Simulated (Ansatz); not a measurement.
## Σ3 (111) boundary in bcc Ta, starting shift (0.5, 0): structure and resistance

How much does the Σ3 (111) boundary in bcc Ta, starting shift (0.5, 0) reflect electrons?

Method: Ansatz plane-wave DFT, PBE, PAW files; relaxation of a bicrystal slab with its lowest layers held; PAW set soft_1, in the first sound run; inputs show where later runs differ, in Ansatz 0.2.0.

Most raw output is cut from this account.

## (1) The structure

The cell holds 19 atoms: 19 Ta. Its edges and angles: a = 4.671 Å, b = 4.671 Å, c = 29.314 Å, α = 90.0°, β = 90.0°, γ = 120.0°. It derives from Ta. built on the (1 1 1) plane; 2 overlapping atoms removed and the grains opened by 0.2 Å. Vacuum lies along c.

## (2) Relaxing the bicrystal

The boundary is built by mirroring the lower grain in the boundary plane and removing any atoms that overlap. A thin bicrystal slab is relaxed first, with the lowest layers held and the upper grain free to shift and open.

Contents of input.yaml:

```yaml
crystal:
  lattice:
    - [4.6705251426, 0.0, 0.0]
    - [-2.3352625713, 4.0447934225, 0.0]
    - [0.0, 0.0, 29.3139720975]
  atoms:
    - { symbol: Ta, position: [0.3333333334, 0.6666666667, 0.1705671269] }
    - { symbol: Ta, position: [0.6666666667, 0.3333333334, 0.2030897393] }
    - { symbol: Ta, position: [0.0, 0.0, 0.2356123517] }
    - { symbol: Ta, position: [0.3333333334, 0.6666666667, 0.2681349642] }
    - { symbol: Ta, position: [0.6666666667, 0.3333333334, 0.3006575766] }
    - { symbol: Ta, position: [0.0, 0.0, 0.333180189] }
    - { symbol: Ta, position: [0.3333333333, 0.6666666667, 0.3657028014] }
    - { symbol: Ta, position: [0.6666666667, 0.3333333333, 0.3982254138] }
    - { symbol: Ta, position: [0.0, 0.0, 0.4307480262] }
    - { symbol: Ta, position: [0.8333333333, 0.6666666667, 0.502615936] }
    - { symbol: Ta, position: [0.5, 0.0, 0.5351385484] }
    - { symbol: Ta, position: [0.1666666667, 0.3333333334, 0.5676611609] }
    - { symbol: Ta, position: [0.8333333334, 0.6666666667, 0.6001837733] }
    - { symbol: Ta, position: [0.5, 0.0, 0.6327063857] }
    - { symbol: Ta, position: [0.1666666667, 0.3333333334, 0.6652289981] }
    - { symbol: Ta, position: [0.8333333334, 0.6666666667, 0.6977516105] }
    - { symbol: Ta, position: [0.5, 1.0e-10, 0.7302742229] }
    - { symbol: Ta, position: [0.1666666667, 0.3333333334, 0.7627968353] }
    - { symbol: Ta, position: [0.8333333334, 0.6666666668, 0.7953194477] }
kpoints:
  mp_grid: { grid: [6, 6, 1] }
hamiltonian:
  xc: pbe
  pseudopotentials: { kind: paw, azcp: { folder: soft_1 } }
scf:
  occupations: { method: fermi_dirac, width: 0.1 }
relax:
  f_tol: 0.03
  max_steps: 80
  constraints: [{ sites: [0, 1, 2, 3] }]
```

On the command line:

```
$ ansatz run input.yaml --threads 4 --pin off --max-ram 15360MiB --backend cpu --events-out ev --progress --plain --runs-dir out
```

The job ended after 11 min (4 threads of Arm Neoverse V1, shared host; peak memory 2 GiB).

Relaxation path:

```csv
step,energy less that of the first step (eV),largest force component (eV/Å)
1,0.0000,2.1207
2,-0.9524,0.7944
3,-1.4396,0.8843
4,-1.8360,0.9571
5,-2.1504,0.4836
6,-2.4096,0.3768
7,-2.5929,0.2200
8,-2.6981,0.2215
9,-2.7641,0.0989
10,-2.7937,0.0404
11,-2.8061,0.0629
12,-2.8107,0.0594
13,-2.8134,0.0337
14,-2.8114,0.1519
15,-2.8147,0.0086
16,-2.8148,0.0367
17,-2.8150,0.0301
18,-2.8140,0.0967
19,-2.8148,0.0409
20,-2.8153,0.0119
```

Relaxation steps 14, 18, 19 were tried and not accepted.

The run keeps the 2 symmetry operations that it works with, so distortions that break them were not tested.

The atoms that moved most (Å):

| atom | dx | dy | dz | length |
| --- | --- | --- | --- | --- |
| Ta19 | 0.000 | -1.267 | -1.153 | 1.713 |
| Ta11 | 0.000 | -1.269 | -1.001 | 1.616 |
| Ta18 | 0.000 | -1.267 | -0.950 | 1.583 |
| Ta12 | 0.000 | -1.269 | -0.946 | 1.583 |
| Ta16 | 0.000 | -1.268 | -0.935 | 1.575 |
| Ta15 | 0.000 | -1.268 | -0.903 | 1.557 |
| Ta14 | 0.000 | -1.267 | -0.900 | 1.554 |
| Ta13 | 0.000 | -1.266 | -0.888 | 1.547 |

Numbers from this step:

```yaml
free_energy: -188723.0772 eV
energy_at_zero_smearing: -188722.6804 eV
fermi_energy: 10.22 eV
```

The largest force component on a free atom ends at 0.012 eV/Å, under the tolerance of 0.03, after 20 steps.

## (3) Transmission across the boundary

Bulk layers of each grain are laid under and over the relaxed boundary, and a lead is named in the middle of each, away from the free faces. The mesh across the current, 16×16, is finer than the density's, because channels open and close sharply across the zone. Energies from -0.1 to 0.1 eV in steps of 0.05 eV are too few for the program's thermal sum, so it prints no conductance; for a metal the transmission near the Fermi level serves, at a fraction of the cost.

This step: Ansatz plane-wave DFT, PBE, PAW files; ballistic transport by layer matching (Landauer), zero bias; boundary relaxed in a short slab, bulk layers laid on; PAW set soft_1 (Ansatz 0.2.0).

System of this step: Σ3 (111) boundary in bcc Ta, starting shift (0.5, 0). The cell holds 44 atoms: 44 Ta. Cell: a = 4.671 Å, b = 4.671 Å, c = 49.248 Å, α = 90.0°, β = 90.0°, γ = 120.0°. It derives from Ta. Regions: lower grain, 18 atoms (18 Ta); boundary, 11 atoms (11 Ta); upper grain, 15 atoms (15 Ta). Vacuum lies along c.

Contents of input.yaml:

```yaml
crystal:
  lattice:
    - [4.6705251426, 0.0, 0.0]
    - [-2.3352625713, 4.0447934225, 0.0]
    - [0.0, 0.0, 49.2483216342]
  atoms:
    - { symbol: Ta, position: [-7.6666666666, -15.3333333332, 0.081221042] }
    - { symbol: Ta, position: [-7.3333333332, -14.6666666665, 0.1005794063] }
    - { symbol: Ta, position: [-6.9999999999, -13.9999999998, 0.1199377706] }
    - { symbol: Ta, position: [-6.6666666666, -13.3333333332, 0.139296135] }
    - { symbol: Ta, position: [-6.3333333333, -12.6666666665, 0.1586544993] }
    - { symbol: Ta, position: [-5.9999999999, -11.9999999999, 0.1780128636] }
    - { symbol: Ta, position: [-5.6666666666, -11.3333333332, 0.1973712279] }
    - { symbol: Ta, position: [-5.3333333333, -10.6666666665, 0.2167295923] }
[... 32 atom lines left out ...]
    - { symbol: Ta, position: [-5.6566083989, -12.3132167978, 0.860703865] }
    - { symbol: Ta, position: [-5.9899417323, -12.9798834645, 0.8800622294] }
    - { symbol: Ta, position: [-6.3232750656, -13.6465501312, 0.8994205937] }
    - { symbol: Ta, position: [-6.6566083989, -14.3132167978, 0.918778958] }
kpoints:
  mp_grid: { grid: [6, 6, 1] }
hamiltonian:
  xc: pbe
  pseudopotentials: { kind: paw, azcp: { folder: soft_1 } }
scf:
  occupations: { method: fermi_dirac, width: 0.1 }
output:
  transmission:
    leads: [[10, 11], [35, 36]]
    kmesh: [16, 16]
    e_range: [-0.1, 0.1]
    de: 0.05
  write_potential: true
  write_density: true
  volumetric_format: npy
  elf: true
```

The job ended after 13 min (4 threads; peak memory 7.7 GiB).

Numbers from this step:

```
free energy                                    : -437053.9959 eV
energy at zero smearing                        : -437053.0089 eV
Fermi energy                                   : 15.34 eV
cell area                                      : 18.89 Å²
transmission per spin nearest the Fermi level  : 2.391
open channels per spin nearest the Fermi level : 4.441
open channels per spin, upper lead             : 4.441
step of the lead's potential                   : 7.5 meV
step of the upper lead's potential             : 31.6 meV
```

Per spin. Table of transmission, zone mean by energy, zero at the Fermi level:

```csv
energy (eV),"transmission, zone mean"
-0.1000,2.51
-0.0500,2.44
0.0000,2.39
0.0500,2.30
0.1000,2.17
```

Per spin. Open channels, zone mean, lead = upper lead against energy, zero at the Fermi level:

```
energy (eV)  open channels, zone mean, lead = upper lead
    -0.1000                                         4.51
    -0.0500                                         4.44
     0.0000                                         4.44
     0.0500                                         4.18
     0.1000                                         3.97
```

Transmission over k1 and k2. At 0.0000 eV from the Fermi level.

Values, 16 rows by 16 columns:
```
2.78 3.24 3.29 2.86 2.07 2.08 2.86 3.29 3.22 2.77 2.66 2.37 1.62 1.61 2.35 2.65
2.59 3.30 3.02 2.92 3.02 2.30 3.04 2.93 3.03 3.29 2.60 2.37 1.71 0.89 1.71 2.36
2.04 2.88 2.92 2.67 2.84 3.14 3.13 2.84 2.68 2.93 2.86 2.07 1.62 0.89 0.88 1.61
1.63 2.09 3.04 2.84 2.44 2.51 1.64 2.51 2.45 2.84 3.04 2.08 1.62 1.61 1.71 1.61
2.04 2.09 2.32 3.16 2.52 2.10 1.55 1.55 2.10 2.51 3.13 2.30 2.07 2.04 2.35 2.36
2.59 2.88 3.04 3.16 1.67 1.56 1.56 1.57 1.56 1.55 1.64 3.14 3.02 2.86 2.59 2.65
2.78 3.30 2.92 2.84 2.52 1.56 1.57 1.60 1.60 1.57 1.55 2.51 2.84 2.92 3.29 2.78
2.83 3.24 3.02 2.67 2.44 2.10 1.56 1.60 1.62 1.60 1.56 2.10 2.44 2.67 3.02 3.24
2.78 2.78 3.29 2.92 2.84 2.51 1.55 1.57 1.60 1.60 1.57 1.56 2.52 2.84 2.92 3.30
2.59 2.65 2.59 2.86 3.02 3.14 1.64 1.55 1.56 1.57 1.56 1.56 1.67 3.16 3.04 2.88
2.04 2.36 2.35 2.04 2.07 2.30 3.13 2.51 2.10 1.55 1.55 2.10 2.52 3.16 2.32 2.09
1.63 1.61 1.71 1.61 1.62 2.08 3.04 2.84 2.45 2.51 1.64 2.51 2.44 2.84 3.04 2.09
2.04 1.61 0.88 0.89 1.62 2.07 2.86 2.93 2.68 2.84 3.13 3.14 2.84 2.67 2.92 2.88
2.59 2.36 1.71 0.89 1.71 2.37 2.60 3.29 3.03 2.93 3.04 2.30 3.02 2.92 3.02 3.30
2.78 2.65 2.35 1.61 1.62 2.37 2.66 2.77 3.22 3.29 2.86 2.08 2.07 2.86 3.29 3.24
2.83 2.78 2.59 2.04 1.62 2.07 2.60 2.77 2.82 2.77 2.60 2.07 1.62 2.04 2.59 2.78
```
Columns: k1 (b1) from -0.5 to 0.438; rows upwards: k2 (b2) from -0.5 to 0.438.

Open channels over k1 and k2. At 0.0000 eV from the Fermi level.

Ten even steps from '0' (3.00) to '9' (8.00):
```
2444224442224422
2444494444222222
2444444444424224
4244440444424424
2294420024492222
2444000000044422
2444400000044442
2444420000024444
2244440000004444
2224440000000444
2222294420024492
4424424444044442
2422424444444444
2222222444494444
2224422244422444
2222422222224222
```
Columns: k1 (b1) from -0.5 to 0.438; rows upwards: k2 (b2) from -0.5 to 0.438.

Valence density in the ca plane at fractional y = 0.333, with atoms of Ta within 0.2 Å of it. It is the smooth field of the valence electrons, not physical close to the nuclei.

Values in e/Å³, 7 rows by 16 columns, each cell a mean:
```
0.4 0.3 0.5 0.3 0.3 0.5 0.3 0.3 0.5 0.3 0.4 0.5 0.1 0.0 0.0 0.0
1.8 0.5 3.2 1.3 0.7 3.4 0.8 1.2 3.3 0.5 1.7 2.9 0.2 0.0 0.0 0.0
2.5 0.6 4.0 1.8 1.0 4.2 1.1 1.6 4.0 0.7 2.3 3.6 0.3 0.0 0.0 0.0
0.7 0.3 1.2 0.5 0.4 1.2 0.4 0.5 1.2 0.3 0.6 1.1 0.1 0.0 0.0 0.0
0.2 0.3 0.3 0.2 0.3 0.3 0.2 0.3 0.3 0.2 0.3 0.2 0.1 0.0 0.0 0.0
0.3 0.3 0.2 0.3 0.3 0.2 0.3 0.3 0.2 0.3 0.3 0.2 0.1 0.0 0.0 0.0
0.2 0.3 0.2 0.3 0.3 0.2 0.3 0.3 0.2 0.3 0.3 0.2 0.1 0.0 0.0 0.0
```
Columns run along c (16.0 Å, from fractional 0.68 to 1.00 of the cell), rows up along a (4.7 Å). Atoms in or near the plane, at fractional coordinates: Ta at (0.73, 0.68), Ta at (0.78, 0.68), Ta at (0.84, 0.68), Ta at (0.90, 0.68).

Electrostatic potential energy in the ca plane at fractional y = 0.333, with atoms of Ta within 0.2 Å of it. With pseudopotentials it is smooth inside the atoms' cores, unlike the true potential.

Ten even steps from '0' (-43 eV) to '9' (19 eV), each cell a mean:
```
89999988999999889999998899999988999999999999
68999865689997657899876678998756789999999999
25898521268974113689731137986311479999999999
03787300048872001588610016885100279999999999
04787400158873001588620026885100379999999999
46898643478986335799853358997533689999999999
88999887899998778999987789999877899999999999
99999999999999999999999999999999999999999999
99999999999999999999999999999999999999999999
99988899999889999988899999888999999999999999
99988999999889999998899999988999999999999999
99999999999999999999999999999999999999999999
```
Columns run along c (16.0 Å, from fractional 0.68 to 1.00 of the cell; values clipped at the 3rd and 97th percentile), rows up along a (4.7 Å). Atoms in or near the plane, at fractional coordinates: Ta at (0.73, 0.68), Ta at (0.78, 0.68), Ta at (0.84, 0.68), Ta at (0.90, 0.68).

ELF in the ca plane at fractional y = 0.333, with atoms of Ta within 0.2 Å of it. It is the smooth field of the valence electrons, not physical close to the nuclei.

Ten even steps from '0' (0.00) to '9' (0.73), each cell a mean:
```
35676533456764334577543345665433456543110000
42464356425643553256335533653465324554210000
96343699953437998434489983444999732444210000
79333972883349539733694495436925942344210000
88333886973439769633597794436968942444210000
84353489733535896345369952543798523554210000
33575333236753332466433324664333345553210000
56666555566665556666655566665555565532100000
66544456665444566554446665544566543321100000
55443345554333455443334555433355432211000000
65443345654433566544345665433456432211000000
66655566666555666665556666555566654432100000
```
Columns run along c (16.0 Å, from fractional 0.68 to 1.00 of the cell), rows up along a (4.7 Å). Atoms in or near the plane, at fractional coordinates: Ta at (0.73, 0.68), Ta at (0.78, 0.68), Ta at (0.84, 0.68), Ta at (0.90, 0.68).

Over the solved energies the transmission per spin lies between 2.17 and 2.51, out of 4.31 channels of the lead on average (up to 4.51). The log calls the step of a lead's potential too much.

## (4) Specific resistance

This step: Ansatz plane-wave DFT, PBE, PAW files; ballistic transport by layer matching (Landauer), zero bias; specific resistance of the boundary; PAW set soft_1 (Ansatz 0.2.0).

Numbers from this step:

| Quantity | Value |
| --- | --- |
| area resistance | 0.4668 fΩ m² |
| T over the leads' mean channel count | 0.5479 |

Averaged over the energies near the Fermi level, 54.8 % of the channels pass, which makes 0.467 fΩ m².

By hand, with T and the leads' channels N averaged over the energies near the Fermi level: RA = A (h/2e²)(1/T − ½[1/N₁ + 1/N₂]) = 18.89×10⁻²⁰ m² × 12 906 Ω × (1/2.361 − ½[1/4.310 + 1/4.310]) = 0.467 fΩ m².

## (5) Single-crystal slab for reference

The free faces cost energy too. A single-crystal slab with the same faces and held layers is relaxed, so that they cancel.

This step: Ansatz plane-wave DFT, PBE, PAW files; relaxation of a single-crystal slab with its lowest layers held; PAW set soft_1 (Ansatz 0.2.0).

System of this step: Ta slab, plane (1, 1, 1). The cell holds 20 atoms: 20 Ta. Its edges and angles: a = 4.671 Å, b = 4.671 Å, c = 29.114 Å, α = 90.0°, β = 90.0°, γ = 120.0°. It derives from Ta. Vacuum lies along c.

Contents of input.yaml:

```yaml
crystal:
  lattice:
    - [4.6705251426, 0.0, 0.0]
    - [-2.3352625713, 4.0447934225, 0.0]
    - [0.0, 0.0, 29.1139720975]
  atoms:
    - { symbol: Ta, position: [0.6666666667, 0.3333333335, 0.171738847] }
    - { symbol: Ta, position: [1.0e-10, 1.0e-10, 0.2044848753] }
    - { symbol: Ta, position: [0.3333333334, 0.6666666668, 0.2372309035] }
    - { symbol: Ta, position: [0.6666666667, 0.3333333335, 0.2699769317] }
    - { symbol: Ta, position: [1.0e-10, 1.0e-10, 0.30272296] }
    - { symbol: Ta, position: [0.3333333334, 0.6666666668, 0.3354689882] }
    - { symbol: Ta, position: [0.6666666667, 0.3333333334, 0.3682150165] }
    - { symbol: Ta, position: [0.0, 1.0e-10, 0.4009610447] }
    - { symbol: Ta, position: [0.3333333334, 0.6666666668, 0.4337070729] }
    - { symbol: Ta, position: [0.6666666667, 0.3333333334, 0.4664531012] }
    - { symbol: Ta, position: [0.0, 1.0e-10, 0.4991991294] }
    - { symbol: Ta, position: [0.3333333334, 0.6666666667, 0.5319451577] }
    - { symbol: Ta, position: [0.6666666667, 0.3333333334, 0.5646911859] }
    - { symbol: Ta, position: [0.0, 0.0, 0.5974372141] }
    - { symbol: Ta, position: [0.3333333334, 0.6666666667, 0.6301832424] }
    - { symbol: Ta, position: [0.6666666667, 0.3333333334, 0.6629292706] }
    - { symbol: Ta, position: [0.0, 0.0, 0.6956752989] }
    - { symbol: Ta, position: [0.3333333333, 0.6666666667, 0.7284213271] }
    - { symbol: Ta, position: [0.6666666667, 0.3333333333, 0.7611673553] }
    - { symbol: Ta, position: [0.0, 0.0, 0.7939133836] }
kpoints:
  mp_grid: { grid: [6, 6, 1] }
hamiltonian:
  xc: pbe
  pseudopotentials: { kind: paw, azcp: { folder: soft_1 } }
scf:
  occupations: { method: fermi_dirac, width: 0.1 }
relax:
  f_tol: 0.03
  max_steps: 80
  constraints: [{ sites: [0, 1, 2, 3] }]
```

It took 86 s on 4 threads; peak memory 1.8 GiB; 5.6 min of CPU time.

Relaxation path:

```
step  energy less that of the first step (eV)  largest force component (eV/Å)
   1                                   0.0000                          1.8544
   2                                  -0.3424                          0.6035
   3                                  -0.3692                          0.1539
   4                                  -0.3751                          0.0175
   5                                  -0.3751                          0.0174
```

The atoms that moved most (Å):

| atom | dx | dy | dz | length |
| --- | --- | --- | --- | --- |
| Ta18 | 0.000 | 0.000 | 0.217 | 0.217 |
| Ta20 | 0.000 | 0.000 | -0.165 | 0.165 |
| Ta15 | 0.000 | 0.000 | 0.115 | 0.115 |
| Ta16 | 0.000 | 0.000 | 0.104 | 0.104 |
| Ta13 | 0.000 | 0.000 | 0.091 | 0.091 |
| Ta12 | 0.000 | 0.000 | 0.071 | 0.071 |
| Ta14 | 0.000 | 0.000 | 0.063 | 0.063 |
| Ta10 | 0.000 | 0.000 | 0.054 | 0.054 |

Final coordinates:

```xyz
20
Lattice="4.6705 0.0000 0.0000 -2.3353 4.0448 0.0000 0.0000 0.0000 29.1140" Properties=species:S:1:pos:R:3
Ta    2.3353    1.3483    5.0000
Ta    0.0000    0.0000    5.9534
Ta    0.0000    2.6965    6.9067
Ta    2.3353    1.3483    7.8601
Ta    0.0000    0.0000    8.7886
Ta    0.0000    2.6965    9.7643
Ta    2.3353    1.3483   10.7572
Ta    0.0000    0.0000   11.6869
Ta    0.0000    2.6965   12.6627
Ta    2.3353    1.3483   13.6339
Ta    0.0000    0.0000   14.5767
Ta    0.0000    2.6965   15.5575
Ta    2.3353    1.3483   16.5310
Ta    0.0000    0.0000   17.4564
Ta    0.0000    2.6965   18.4620
Ta    2.3353    1.3483   19.4050
Ta    0.0000    0.0000   20.3041
Ta    0.0000    2.6965   21.4238
Ta    2.3353    1.3483   22.2110
Ta    0.0000    0.0000   22.9490
```

This step gave:

* free energy: -198658.2211 eV
* energy at zero smearing: -198657.7696 eV
* Fermi energy: 10.98 eV

The largest force component on a free atom ends at 0.017 eV/Å, under the tolerance of 0.03, after 5 steps.

## (6) Bulk reference

The perfect crystal gives the energy per atom, for the atoms by which bicrystal and slab differ.

This step: Ansatz plane-wave DFT, PBE, PAW files; bulk reference; PAW set soft_1 (Ansatz 0.2.0).

System of this step: Ta. The structure is cubic, space group Im-3m (No. 229). Conventional cell: a = 3.303 Å, b = 3.303 Å, c = 3.303 Å, α = 90.00°, β = 90.00°, γ = 90.00°. Ta has 8 Ta at 2.86 Å nearest.

input.yaml, the sections that differ from step 5:

```yaml
crystal:
  lattice:
    - [-1.65128, 1.65128, 1.65128]
    - [1.65128, -1.65128, 1.65128]
    - [1.65128, 1.65128, -1.65128]
  atoms:
    - { symbol: Ta, position: [0.0, 0.0, 0.0] }
kpoints:
  mp_grid: { grid: [18, 18, 18] }
# hamiltonian, scf: as in step 5
# relax: removed
```

Wall time 0.57 s (4 threads); peak memory 0.28 GiB.

This step gave:

```
free energy             : -9933.2519 eV
energy at zero smearing : -9933.2304 eV
Fermi energy            : 18.52 eV
```

## (7) Boundary energy

This step: Ansatz plane-wave DFT, PBE, PAW files; bicrystal less single-crystal slab less bulk atoms, a boundary area; PAW set soft_1 (Ansatz 0.2.0).

This step gave:

- excess energy of the cell: 1.859 eV
- boundary energy: 1.576 J/m²

The boundary costs 1.6 J/m².

By hand: 1.86 eV / 18.89 Å² × 16.02 = 1.58 J/m².

## (8) Results

| Quantity | Value |
| --- | --- |
| specific resistance of the boundary | 0.467 fΩ m² |
| share of channels that pass | 0.548 |
| boundary energy | 1.58 J/m² |

The boundary has a specific resistance of 0.47 fΩ m² and an energy of 1.6 J/m². The boundary reflects 45 % of the channels; 0.47 fΩ m² is 4.7×10⁻¹² Ω·cm². That equals the resistance of 3.5 nm of bulk Ta at 300 K (measured 13.5 µΩ cm, CRC Handbook of Chemistry and Physics, 84th ed., 2003, Electrical Resistivity of Pure Metals). In the relaxation the upper grain slid sideways by about 1.3 Å, so the result belongs to the position that it found, not to the starting one. One starting structure was relaxed; another shift or atom count at the boundary may lie lower. Spin-orbit coupling is left out, which matters for Ta. A lead's potential steps by up to 32 meV from period to period, which the log calls too much, so longer leads could move the result.

[Logs are printed without paths, hosts, clocks, repeated set-up lines and the standing remarks that a program may print on its own settings, such as how far it seeks lower states.]

[Hosts, paths, dates, database ids (printed as entryN), source tags and the programs' standing remarks are cut or masked in the printed files.]
